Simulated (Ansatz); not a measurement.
An input for Ansatz 0.2.0 (Si3N4 (Fd-3m)):

```yaml
crystal:
  lattice:
    - [0.0, 3.893718, 3.893718]
    - [3.893718, 0.0, 3.893718]
    - [3.893718, 3.893718, 0.0]
  atoms:
    - { symbol: Si, position: [0.125, 0.125, 0.625] }
    - { symbol: Si, position: [0.125, 0.625, 0.125] }
    - { symbol: Si, position: [0.625, 0.125, 0.125] }
    - { symbol: Si, position: [0.125, 0.125, 0.125] }
    - { symbol: Si, position: [0.75, 0.75, 0.75] }
    - { symbol: Si, position: [0.5, 0.5, 0.5] }
    - { symbol: "N", position: [0.367563, 0.367563, 0.367563] }
    - { symbol: "N", position: [0.352689, 0.882437, 0.882437] }
    - { symbol: "N", position: [0.882437, 0.882437, 0.352689] }
    - { symbol: "N", position: [0.882437, 0.352689, 0.882437] }
    - { symbol: "N", position: [0.367563, 0.367563, 0.897311] }
    - { symbol: "N", position: [0.367563, 0.897311, 0.367563] }
    - { symbol: "N", position: [0.882437, 0.882437, 0.882437] }
    - { symbol: "N", position: [0.897311, 0.367563, 0.367563] }
kpoints:
  mp_grid: { grid: [2, 2, 2] }
hamiltonian:
  xc: pbe
  pseudopotentials: { kind: all_electron }
scf:
  occupations: { method: fixed }
gw:
  n_empty_bands: 492
  ecut_chi: 150.0
  qp_bands: [v6, c3]
  qp_kpoints: [[0, 0, 0]]
  screening: { model: contour_deformation }
```

```sh
ansatz run input.yaml --threads 2 --pin off --max-ram 92160MiB --backend cuda --events-out ev --progress --plain --runs-dir out --devices 1 --max-vram 13GiB
```

Question: Estimate wall time and host memory on 1 × NVIDIA H100 80GB HBM3 (shared by 6 runs) with 2 threads of AMD EPYC 7R13 (Zen 3), shared host.

It took 18 s; on shared hardware allow 9.1 s to 37 s. Peak host memory was 3.0 GiB. The sizes that set the cost: 36325 plane waves a state, 3 irreducible k points, 562 bands summed, 531 plane waves in the screening and 8 SCF cycles.

The screening grows as filled bands × empty bands × pairs of k points, times the square of the screening basis for the matrix.

[Paths, hosts, dates, memory and timing lines, banners, echoed tables and standing remarks are left out of the program output.]

[Logs are printed without paths, hosts, clocks, repeated set-up lines and the standing remarks that a program may print on its own settings, such as how far it seeks lower states.]

[Runs of the session that timed out or met a known fault of the program may be left out.]

[Cells called generated may have been cut or substituted from an entry of the Crystallography Open Database or the Materials Project.]

[Hosts, paths, dates, database ids (printed as entryN), source tags and the programs' standing remarks are cut or masked in the printed files.]
